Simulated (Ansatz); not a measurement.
# ScAlB4 (built on the sites of a database entry of ScB2): following an unstable mode

Aim: this structure of ScAlB4 (built on the sites of a database entry of ScB2) is to be tested for unstable modes, and one is followed downhill.

Calculated with Ansatz 0.2.0; DFT LDA, scalar-relativistic, plane waves, PAW.

The structure was built from a prototype and need not be the compound's stable phase.

**1. Starting point**

The structure is cubic, space group F-43m (No. 216). Conventional cell: a = 5.989 Å, b = 5.989 Å, c = 5.989 Å, α = 90.00°, β = 90.00°, γ = 90.00°. Nearest to Sc lie 12 B at 2.52 Å and 4 Al at 2.59 Å. Nearest to Al lie 12 B at 2.46 Å and 4 Sc at 2.59 Å. Nearest to B lie 6 B at 1.80 to 2.43 Å and 3 Al at 2.46 Å and 3 Sc at 2.52 Å. Farther neighbours are not listed.

**2. Phonons on a q mesh**

The cell comes from relaxations at this level that are not shown. Stability and thermal properties need the whole zone. Linear response on a 4×4×4 q mesh gives force constants as far as a supercell of that size would.

File input.yaml:

```yaml
crystal:
  lattice:
    - [0.0, 2.9945439792, 2.9945439792]
    - [2.9945439792, 0.0, 2.9945439792]
    - [2.9945439792, 2.9945439792, 0.0]
  atoms:
    - { symbol: Sc, position: [0.25, 0.25, 0.25] }
    - { symbol: Al, position: [0.0, 0.0, 0.0] }
    - { symbol: B, position: [0.6435638331, 0.6435638331, 0.6435638331] }
    - { symbol: B, position: [0.0693085008, 0.6435638331, 0.6435638331] }
    - { symbol: B, position: [0.6435638331, 0.0693085008, 0.6435638331] }
    - { symbol: B, position: [0.6435638331, 0.6435638331, 0.0693085008] }
kpoints:
  mp_grid: { grid: [12, 12, 12] }
hamiltonian:
  xc: lda
scf:
  occupations: { method: methfessel_paxton, width: 0.2 }
output:
  eigenvalues: true
phonons:
  method: dfpt
  qmesh: [4, 4, 4]
  temperatures: { t_max: 1000, t_step: 50 }
  qpath:
    path:
      - [[0.0, 0.0, 0.0], [-0.5, -0.5, 0.0], [-0.375, -0.375, 0.25]]
      - [[-0.375, 0.0, 0.375], [0.0, 0.0, 0.0], [0.0, 0.0, 0.5], [-0.5, -0.25, 0.25], [-0.5, -0.5, 0.0]]
    npoints: 10
```

Command:

```bash
> ansatz run input.yaml --threads 8 --pin off --max-ram 14336MiB --backend cpu --events-out ev --progress --plain --runs-dir out
```

Numbers of over 12 decimals in the logs are rounded to 6 here.

Log:

```text
Warning: phonons: the dynamical matrix that this run interpolates holds no multipole term above the dipole-dipole one, and a site of this crystal is no centre of inversion, so its interpolated transverse optical and acoustic branches and sound speeds can stay off near Gamma, and the density of states and the thermodynamics with them. What a run solves at a wave vector of phonons.qpoints, Gamma apart, where the deck admits one, is free of this, and under fd what a larger phonons.supercell samples
Engine: ansatz 0.2.0, aarch64-unknown-linux-gnu
Pseudopotentials: kind: paw
Pseudopotential: Sc, paw, valence charge 11, recommended cutoff 420 eV (normal), Sc.paw.azcp
Pseudopotential: Al, paw, valence charge 3, recommended cutoff 420 eV (normal), Al.paw.azcp
Pseudopotential: B, paw, valence charge 3, recommended cutoff 420 eV (normal), B.paw.azcp
Functional definition: SPW92
  exchange = slater_x
  correlation = pw_c
Crystal: 6 atoms, lattice volume = 53.706 Å³
Basis set: ecut = 420 eV, 1067 PW (Γ), exchange–correlation on 60×60×60 points (8 copies of the dense FFT grid, shifted against one another)
Bands: 19, of which v1, the nominal top of the filled ones, is band 13 counted from 1 (12 counted from 0)
Symmetry: 24 space group operations
k-points: 72 of 1728 (time reversal used)
Non-local potential: Sc, projectors of the file, l = 0: 3, l = 1: 2, l = 2: 3, l = 3: 1
Non-local potential: Al, projectors of the file, l = 0: 2, l = 1: 2, l = 2: 1
Non-local potential: B, projectors of the file, l = 0: 2, l = 1: 2, l = 2: 1
PAW form: soft (Blöchl's): semilocal exchange-correlation on the pseudo side does not see the compensation charge
PAW frozen core: Sc, regenerated for the run's functional, and the local potential with it (the file was generated under x = pbe(κ = 0.804, μ = 0.219515), c = pbe(β = 0.066725))
PAW frozen core: Al, regenerated for the run's functional, and the local potential with it (the file was generated under x = pbe(κ = 0.804, μ = 0.219515), c = pbe(β = 0.066725))
PAW frozen core: B, regenerated for the run's functional, and the local potential with it (the file was generated under x = pbe(κ = 0.804, μ = 0.219515), c = pbe(β = 0.066725))
PAW one-centre angular grid: Sc, 590 points (default); XC on 64 Gauss nodes
PAW one-centre angular grid: Al, 110 points (default); XC on 64 Gauss nodes
PAW one-centre angular grid: B, 110 points (default); XC on 64 Gauss nodes
Initial density: superposition of atomic densities (neutral atoms: chi_scale 0, normalization atom), corrected by the library's trained network
Initial wavefunctions: pseudopotential atomic-orbital guess
Functional: x = slater, c = lda
SCF iter   1: F=—  HF=-3198.717395 eV  |F-HF|=—  |Δ(HF+E_count)|=         —  Δρ=9.08e-3  dr2=7.59e-2  ethr=1.77e-3  ⟨swp⟩=5.3  Hψ=6925  notcnv=0
preconditioner: auto → Kerker (q_TF=auto, 2.418 Å⁻¹)  [metal: Δε(μ)=0.031 eV  Ē_g=8.705 eV  σ=0.200 eV  W_gap=0.13  n_scr=14 (ndim 8)  ℏωp=21.5 eV  f_vac=0.000  D(μ)=1.78/eV (n_scr^D=14)]
SCF iter   2: F=—  HF=-3198.699818 eV  |F-HF|=—  |Δ(HF+E_count)|=   1.76e-2  S|Δr|=    0.00e0  Δρ=4.78e-3  dr2=1.97e-2  ethr=2.92e-4  ⟨swp⟩=1.0  Hψ=1944  notcnv=0
SCF iter   3: F=—  HF=-3198.693105 eV  |F-HF|=—  |Δ(HF+E_count)|=   6.71e-3  S|Δr|=    0.00e0  Δρ=1.32e-3  dr2=1.74e-3  ethr=7.57e-5  ⟨swp⟩=2.5  Hψ=1846  notcnv=0
SCF iter   4: F=—  HF=-3198.692485 eV  |F-HF|=—  |Δ(HF+E_count)|=   6.20e-4  S|Δr|=    0.00e0  Δρ=3.40e-4  dr2=4.38e-5  ethr=6.71e-6  ⟨swp⟩=2.0  Hψ=1779  notcnv=0
SCF iter   5: F=—  HF=-3198.692477 eV  |F-HF|=—  |Δ(HF+E_count)|=   8.13e-6  S|Δr|=    0.00e0  Δρ=3.90e-5  dr2=4.32e-7  ethr=1.68e-7  ⟨swp⟩=2.3  Hψ=1895  notcnv=0
SCF iter   6: F=—  HF=-3198.692476 eV  |F-HF|=—  |Δ(HF+E_count)|=   6.79e-7  S|Δr|=    0.00e0  Δρ=3.62e-6  dr2=4.74e-9  ethr=1.66e-9  ⟨swp⟩=1.3  Hψ=1471  notcnv=0
SCF iter   7: F=—  HF=-3198.692476 eV  |F-HF|=—  |Δ(HF+E_count)|=  9.48e-10  S|Δr|=    0.00e0  Δρ=8.01e-7  dr2=4.09e-10  ethr=1.82e-11  ⟨swp⟩=2.1  Hψ=1848  notcnv=0
SCF iter   8: F=—  HF=-3198.692476 eV  |F-HF|=—  |Δ(HF+E_count)|=  7.96e-11  S|Δr|=    0.00e0  Δρ=1.30e-7  dr2=1.11e-11  ethr=1.57e-12  ⟨swp⟩=3.0  Hψ=2347  notcnv=0
SCF iter   9: F=-3198.692476 eV  HF=-3198.692476 eV  |F-HF|=4.55e-13  |Δ(HF+E_count)|=  2.73e-12  S|Δr|=    0.00e0  Δρ=1.69e-8  dr2=1.73e-13  ethr=1.00e-12  ⟨swp⟩=8.6  Hψ=5893  notcnv=0
SCF 1 converged in 9 iterations: F = -3198.692476 eV  dr2 = 1.73e-13
  greatest PAW one-centre occupation: 0.998 electrons in one spin orbital (limit 2), on the Sc atom at site 0 (counted from 0), in its partial waves of l = 0
Initial density: read from a saved state, or passed on in memory by an earlier SCF of this step, an earlier step, the calling program or the single point that the run made first
iter 1 solved again at ethr=9.25e-9 eV; its pass at ethr=3.10e-3 eV (dr2=2.40e-6 eV) is discarded
SCF iter   1: F=—  HF=-3198.692476 eV  |F-HF|=—  |Δ(HF+E_count)|=         —  Δρ=1.01e-7  dr2=7.60e-12  ethr=9.25e-9  ⟨swp⟩=3.0  Hψ=10249  notcnv=0
eigensolver tolerance schedule: the retry pair's looser diagonalisation over-reported the residual by 316439.77 of it (diagonalisation noise at 16.79 of the residual, at the tolerance the schedule requests for it); recorded, not acted on — ethr = c·dr2/N_el stays at c = 1.0e-1
preconditioner: auto → Kerker (q_TF=auto, 2.418 Å⁻¹)  [metal: Δε(μ)=0.026 eV  Ē_g=8.731 eV  σ=0.200 eV  W_gap=0.11  n_scr=14 (ndim 8)  ℏωp=21.5 eV  f_vac=0.000  D(μ)=1.80/eV (n_scr^D=14)]
SCF iter   2: F=-3198.692476 eV  HF=-3198.692476 eV  |F-HF|=9.09e-13  |Δ(HF+E_count)|=   7.41e-8  S|Δr|=    0.00e0  Δρ=3.77e-8  dr2=1.20e-12  ethr=1.00e-12  ⟨swp⟩=6.4  Hψ=5329  notcnv=0
SCF 2 converged in 2 iterations: F = -3198.692476 eV  dr2 = 1.20e-12
phonons: the bands overlap, so this run is a metal and interpolates without the dipole-dipole term. If the crystal is really an insulator or semiconductor, its LO-TO splitting is missing
NSCF: frozen V_eff on 72 k-points
NSCF: frozen V_eff on 476 k-points
DFPT response loops at q = (0, 0, 0) (fractional): preconditioner auto → Kerker (q_TF=auto, 2.418 Å⁻¹) (partly filled bands, converged f_vac=0.000); β = 1.00, the filter's whole step (`scf.mixing.beta` (0.50) is not read by the response loops under this deck's `scf.mixing.preconditioner`; to damp them name `kerker` or `kerker_dos`, under which they read `scf.mixing.beta`, and type it under 1.00, their step now; both keys bind the ground state too); Broyden in place of MSR1
NSCF: frozen V_eff on 3456 k-points
DFPT response loops at q = (0, 0, 0.25) (fractional): mixed as the last ones told, above
NSCF: frozen V_eff on 1736 k-points
DFPT response loops at q = (0, 0, -0.5) (fractional): mixed as the last ones told, above
NSCF: frozen V_eff on 3456 k-points
DFPT response loops at q = (0, 0.25, 0.25) (fractional): mixed as the last ones told, above
NSCF: frozen V_eff on 3456 k-points
DFPT response loops at q = (0, 0.25, -0.5) (fractional): mixed as the last ones told, above
NSCF: frozen V_eff on 3456 k-points
DFPT response loops at q = (0, 0.25, -0.25) (fractional): mixed as the last ones told, above
NSCF: frozen V_eff on 1736 k-points
DFPT response loops at q = (0, -0.5, -0.5) (fractional): mixed as the last ones told, above
NSCF: frozen V_eff on 3456 k-points
DFPT response loops at q = (0.25, -0.5, -0.25) (fractional): mixed as the last ones told, above
SCF converged after 9 iterations
Stability not checked: this state was not tested for a lower state beside it, because cold or Methfessel-Paxton smearing, or corrected tetrahedra, fill the levels in a way that the test cannot read (fill_not_monotonic; see scf.lower_state_search)
Free energy (F): -3198.692476 eV
Harris-Foulkes:  -3198.692476 eV  (|F-HF|=4.55e-13)
Internal energy: -3198.694929 eV  (E = F + TS)
E sigma→0 (E₀):  -3198.693089 eV
Entropy (-TS):   0.002453 eV (0.409 meV/atom)
Fermi energy:    12.222301 eV
--- Per-component energies (eV) ---
  E_band       = -32.166734
  E_kinetic    = 489.713892
  E_local      = -841.804121  (includes V_loc(G=0)·N_el)
  E_nonlocal   = 144.654187
  E_hartree    = 313.296894
  E_xc         = -275.360476
  E_vxc        = -316.704308  (∫ρ·V_xc dr)
  E_paw        = -1644.009712  (= ΣΔE_a)
  E_vpaw       = -134.620151  (= ΣTr[D̂ρ^β])
  E_aug_tail   = -0.000009  (compensation charges beyond the density's cutoff)
  E_ewald      = -1385.729559
  E_core_change = 0.543976  (= ΣΔE_core)
  E_smearing   = 0.002453  (= −TS)
  E_closure    = 0.000000  (closes the sum)
  Σ components = -3198.692476   (vs F -3198.692476, Δ=0.00e0)
--- Band table (eV; the first three rows and the last of 72) ---
  k-point 0: bands = [... 9 lower, 9.2906, 9.2906, 9.4030, 9.4030, 9.4030, 12.4498, 16.8860, 16.8860, ... 2 higher]
  k-point 1: bands = [... 9 lower, 9.0881, 9.0881, 9.7415, 9.7966, 9.7966, 12.7713, 16.4473, 16.7726, ... 2 higher]
  k-point 2: bands = [... 9 lower, 9.0402, 9.0402, 10.3667, 10.3667, 10.4286, 13.6600, 15.6333, 16.4438, ... 2 higher]
  k-point 71: bands = [... 9 lower, 9.6759, 9.8450, 10.5492, 12.0897, 14.1696, 14.5700, 15.6027, 15.6264, ... 2 higher]
--- Phonons (Γ-DFPT): 3 representative perturbations + reference (Σ response iterations 9) ---
  ASR residual: 1.492e-5 → 0.000e0 eV/Å²; symmetrization residual: 9.686e-7 eV/Å²
  ASR residual per site (eV/Å²): 1.49e-5 4.76e-6 1.81e-6 1.81e-6 1.81e-6 1.81e-6
  Γ frequencies (cm⁻¹): 0.00 0.00 0.00 239.11 239.11 239.11 323.32 323.32 323.32 356.90 356.90 413.60 413.60 413.60 454.58 454.58 454.58 660.88
--- Phonons (arbitrary-q DFPT): 8 irreducible q on the 4×4×4 mesh ---
  q = [0.0000, 0.0000, 0.0000] (star 1, of the zone-centre solve; hermiticity 1.07e-7, symmetrization 4.79e-13): -0.00 -0.00 -0.00 239.11 239.11 239.11 323.32 323.32 323.32 356.90 356.90 413.60 413.60 413.60 454.58 454.58 454.58 660.88
  q = [0.0000, 0.0000, 0.2500] (star 8, 5 solved perturbations in 5472 linear systems a pass and spin channel, the states on 1728 of 1728 k-point pairs; hermiticity 8.24e-8, symmetrization 4.90e-14): 34.46 96.68 96.68 204.02 204.02 235.06 286.68 286.68 299.82 377.44 380.76 380.76 434.78 434.78 485.15 490.06 490.06 697.59
  q = [0.0000, 0.0000, -0.5000] (star 4, 5 solved perturbations in 2772 linear systems a pass and spin channel, the states on 868 of 1728 k-point pairs; hermiticity 8.56e-8, symmetrization 9.72e-14): -37.85 153.64 153.64 229.34 229.34 244.03 272.03 338.84 338.84 346.45 358.48 358.48 441.38 441.38 495.64 519.36 519.36 719.18
  q = [0.0000, 0.2500, 0.2500] (star 6, 8 solved perturbations in 6936 linear systems a pass and spin channel, the states on 1728 of 1728 k-point pairs; hermiticity 1.41e-7, symmetrization 1.66e-8): -140.32 -140.32 192.45 192.45 218.79 225.10 240.13 289.55 289.55 352.09 398.32 423.14 423.14 452.68 482.97 512.44 512.44 710.04
  q = [0.0000, 0.2500, -0.5000] (star 24, 11 solved perturbations in 15840 linear systems a pass and spin channel, the states on 1728 of 1728 k-point pairs; hermiticity 1.33e-7, symmetrization 1.02e-13): -233.15 -111.43 67.81 180.14 184.37 254.46 260.44 295.90 327.89 359.73 393.91 401.13 434.09 480.20 501.68 536.97 549.15 733.31
  q = [0.0000, 0.2500, -0.2500] (star 12, 10 solved perturbations in 10824 linear systems a pass and spin channel, the states on 1728 of 1728 k-point pairs; hermiticity 1.09e-7, symmetrization 1.83e-8): -203.22 -49.51 77.80 180.03 210.34 247.33 251.15 303.31 328.75 342.49 379.58 407.34 442.26 459.33 511.34 518.62 544.97 723.05
  q = [0.0000, -0.5000, -0.5000] (star 3, 6 solved perturbations in 2230 linear systems a pass and spin channel, the states on 868 of 1728 k-point pairs; hermiticity 1.69e-7, symmetrization 2.25e-14): -184.60 -184.60 -127.06 177.15 177.15 268.01 268.01 276.97 330.30 367.01 397.23 418.35 418.35 453.84 495.19 557.27 557.27 742.96
  q = [0.2500, -0.5000, -0.2500] (star 6, 6 solved perturbations in 4148 linear systems a pass and spin channel, the states on 1728 of 1728 k-point pairs; hermiticity 1.21e-7, symmetrization 7.48e-14): -322.12 -122.27 121.11 148.12 161.69 236.41 261.63 304.78 319.82 383.59 393.79 410.10 477.66 487.38 523.85 537.95 555.94 744.38
  sum rule: each row above includes the acoustic sum rule's correction from the zone centre's row sums; it moved no ω² by more than (0.30 cm⁻¹)²
  mesh force constants: q→R imaginary residual 1.29e-18; ASR residual 1.492e-5 → 0.000e0 eV/Å²; symmetrization residual 5.329e-15 eV/Å²
  interpolated dispersion: 62 rows × 18 modes
  density of states and harmonic sums: on the 20×20×20 q-mesh, interpolated from the force constants of a 4×4×4 supercell (no non-analytic term)
  largest difference from the sums on the solved wave vectors: F 1.64e-2 eV, S 2.06e-5 and C_V 8.01e-6 eV/K
  zero-point energy: 0.369394 eV/cell   skipped modes (ω ≤ 0): 457, of them read as no rigid motion or as one in doubt: 454 (1.799e0 modes/cell left out, lowest -322.12 cm⁻¹)   left out of the sums: 1.00e-1 of the cell's modes: C_V's classical limit lies that fraction below 3 k_B per atom; for a crystal, a wire or a layer, F and S can be off by more, and a phonons.interpolated_qmesh denser along its periods is the remedy for the sampling
```

Wall time 20 min (8 threads of Arm Neoverse N1, shared host); peak memory 4.7 GiB.

This step gave:

```yaml
volume_per_atom: 8.951 Å³
gap_on_the_k_mesh: 0 eV
sum_rule_residual_before_enforcement: 1.49e-5 eV/Å²
lowest_frequency_on_the_path: -322.1 cm⁻¹
point_group: -43m
highest_frequency_on_the_path_or_at_a_solved_wavevector: 744.4 cm⁻¹
highest_optical_mode_at_the_zone_centre_no_lo_to_term: 660.9 cm⁻¹
lowest_optical_zone_centre_mode: 239.1 cm⁻¹
lowest_mode_on_the_q_mesh_acoustic_modes_at_gamma_apart: -322.1 cm⁻¹
```

Frequencies (cm⁻¹) solved at each irreducible wavevector; negative means imaginary. Frequencies by wavevector, by row:

```csv
q in reciprocal lattice units,star,mode 1,mode 2,mode 3,mode 4,mode 16,mode 17,mode 18
0 0 0,1,0,0,0,239.1,454.6,454.6,660.9
0 0 0.25,8,34.5,96.7,96.7,204,490.1,490.1,697.6
0 0 -0.5,4,-37.9,153.6,153.6,229.3,519.4,519.4,719.2
0 0.25 0.25,6,-140.3,-140.3,192.4,192.4,512.4,512.4,710
0 0.25 -0.5,24,-233.2,-111.4,67.8,180.1,537,549.1,733.3
0 0.25 -0.25,12,-203.2,-49.5,77.8,180,518.6,545,723
0 -0.5 -0.5,3,-184.6,-184.6,-127.1,177.2,557.3,557.3,743
0.25 -0.5 -0.25,6,-322.1,-122.3,121.1,148.1,538,555.9,744.4
```

Interpolated from a 4×4×4 q mesh. The phonon branches at the labelled points (cm⁻¹):

```csv
point,branch 1,branch 2,branch 3,branch 4,branch 15,branch 16,branch 17,branch 18
Γ,0,0,0,239,455,455,455,661
halfway,-140,-140,192,192,483,512,512,710
X,-185,-185,-127,177,495,557,557,743
halfway,-234,-172,-103,170,492,553,559,743
U,-283,-141,41,175,511,543,560,742
jump to K,-283,-141,41,175,511,543,560,742
halfway,-142,111,114,159,489,501,521,708
Γ,0,0,0,239,455,455,455,661
halfway,34,97,97,204,485,490,490,698
L,-38,154,154,229,496,519,519,719
halfway,-240,-65,127,170,516,527,548,732
W,-322,-122,121,148,524,538,556,744
halfway,-271,-121,-109,158,491,553,556,744
X,-185,-185,-127,177,495,557,557,743
```

Symmetry leaves 8 wavevectors to solve. The lowest mode among them, the acoustic zeros apart, lies at q = (0.25, -0.5, -0.25) and is imaginary, 322.1i cm⁻¹, so the energy falls along it.

**3. The mode frozen in, largest atomic shift 0 Å**

The mode followed lies at q = (0, -0.5, -0.5) with frequency 127.1i cm⁻¹, one of the unstable modes though not the softest. At small amplitude the distorted cell has space group no. 115 by a symmetry search on the positions. The undistorted cell that holds it gives the zero of energy on the same k mesh.

System of this step: ScAlB4 (built on the sites of a database entry of ScB2). The structure is cubic, space group F-43m (No. 216). Conventional cell: a = 5.989 Å, b = 5.989 Å, c = 5.989 Å, α = 90.00°, β = 90.00°, γ = 90.00°. Sc has 12 B at 2.52 Å and 4 Al at 2.59 Å nearest. Nearest to Al lie 12 B at 2.46 Å and 4 Sc at 2.59 Å. Nearest to B lie 6 B at 1.80 to 2.43 Å and 3 Al at 2.46 Å and 3 Sc at 2.52 Å. Farther neighbours are not listed.

File input.yaml:

```yaml
crystal:
  lattice:
    - [0.0, -2.9945439792, -2.9945439792]
    - [0.0, 2.9945439792, -2.9945439792]
    - [5.9890879585, 0.0, 0.0]
  atoms:
    - { symbol: Sc, position: [0.0, 0.5, 0.75] }
    - { symbol: Sc, position: [0.5, 0.0, 0.25] }
    - { symbol: Al, position: [0.5, 0.5, 0.5] }
    - { symbol: Al, position: [0.0, 0.0, 0.0] }
    - { symbol: B, position: [0.2128723338, 0.5, 0.1435638331] }
    - { symbol: B, position: [0.7128723338, 0.0, 0.6435638331] }
    - { symbol: B, position: [0.7871276662, 0.5, 0.1435638331] }
    - { symbol: B, position: [0.2871276662, 0.0, 0.6435638331] }
    - { symbol: B, position: [0.5, 0.7871276662, 0.8564361669] }
    - { symbol: B, position: [0.0, 0.2871276662, 0.3564361669] }
    - { symbol: B, position: [0.5, 0.2128723338, 0.8564361669] }
    - { symbol: B, position: [0.0, 0.7128723338, 0.3564361669] }
kpoints:
  mp_grid: { grid: [8, 8, 6] }
hamiltonian:
  xc: lda
scf:
  occupations: { method: methfessel_paxton, width: 0.2 }
output:
  forces: true
  stress: true
  eigenvalues: true
```

Log:

```text
[...]
Crystal: 12 atoms, lattice volume = 107.412 Å³
Basis set: ecut = 420 eV, 2101 PW (Γ)
Bands: 38, of which v1, the nominal top of the filled ones, is band 26 counted from 1 (25 counted from 0)
Symmetry: 16 space group operations
[...]
k-points: 60 of 384 (time reversal used)
[...]
k-point 0: bands = [... 22 lower, 9.4032, 9.4032, 11.4172, 12.2434, 12.4505, 13.8318, 13.8318, 14.7868, ... 8 higher]
  k-point 1: bands = [... 22 lower, 9.7291, 10.0377, 11.1644, 11.9029, 12.8624, 13.5454, 13.5454, 14.8102, ... 8 higher]
  k-point 2: bands = [... 22 lower, 10.5201, 10.6283, 10.7040, 11.3897, 12.6478, 12.6478, 13.9053, 14.9560, ... 8 higher]
  k-point 59: bands = [... 22 lower, 10.5482, 10.5482, 12.0879, 12.0879, 14.1672, 14.1672, 14.5696, 14.5696, ... 8 higher]
[key lines of the parts left out:]
SCF converged after 6 iterations
Free energy (F): -6397.388137 eV
Fermi energy:    12.247570 eV
P = ⅓ Tr σ = -0.0394 GPa (-0.394 kbar)
```

The job ended after 5.2 s (8 threads; peak memory 0.56 GiB; 38 s of CPU time).

Numbers from this step:

| Quantity | Value |
| --- | --- |
| pressure | -0.03939 GPa |
| energy from the undistorted cell | 0 meV/atom |

The run ends at a pressure of -0.04 GPa, with forces up to 0.032 eV/Å.

(Part 1 of 3 ends here.)

[Logs are printed without paths, hosts, clocks, repeated set-up lines and the standing remarks that a program may print on its own settings, such as how far it seeks lower states.]

[Hosts, paths, dates, database ids (printed as entryN), source tags and the programs' standing remarks are cut or masked in the printed files.]
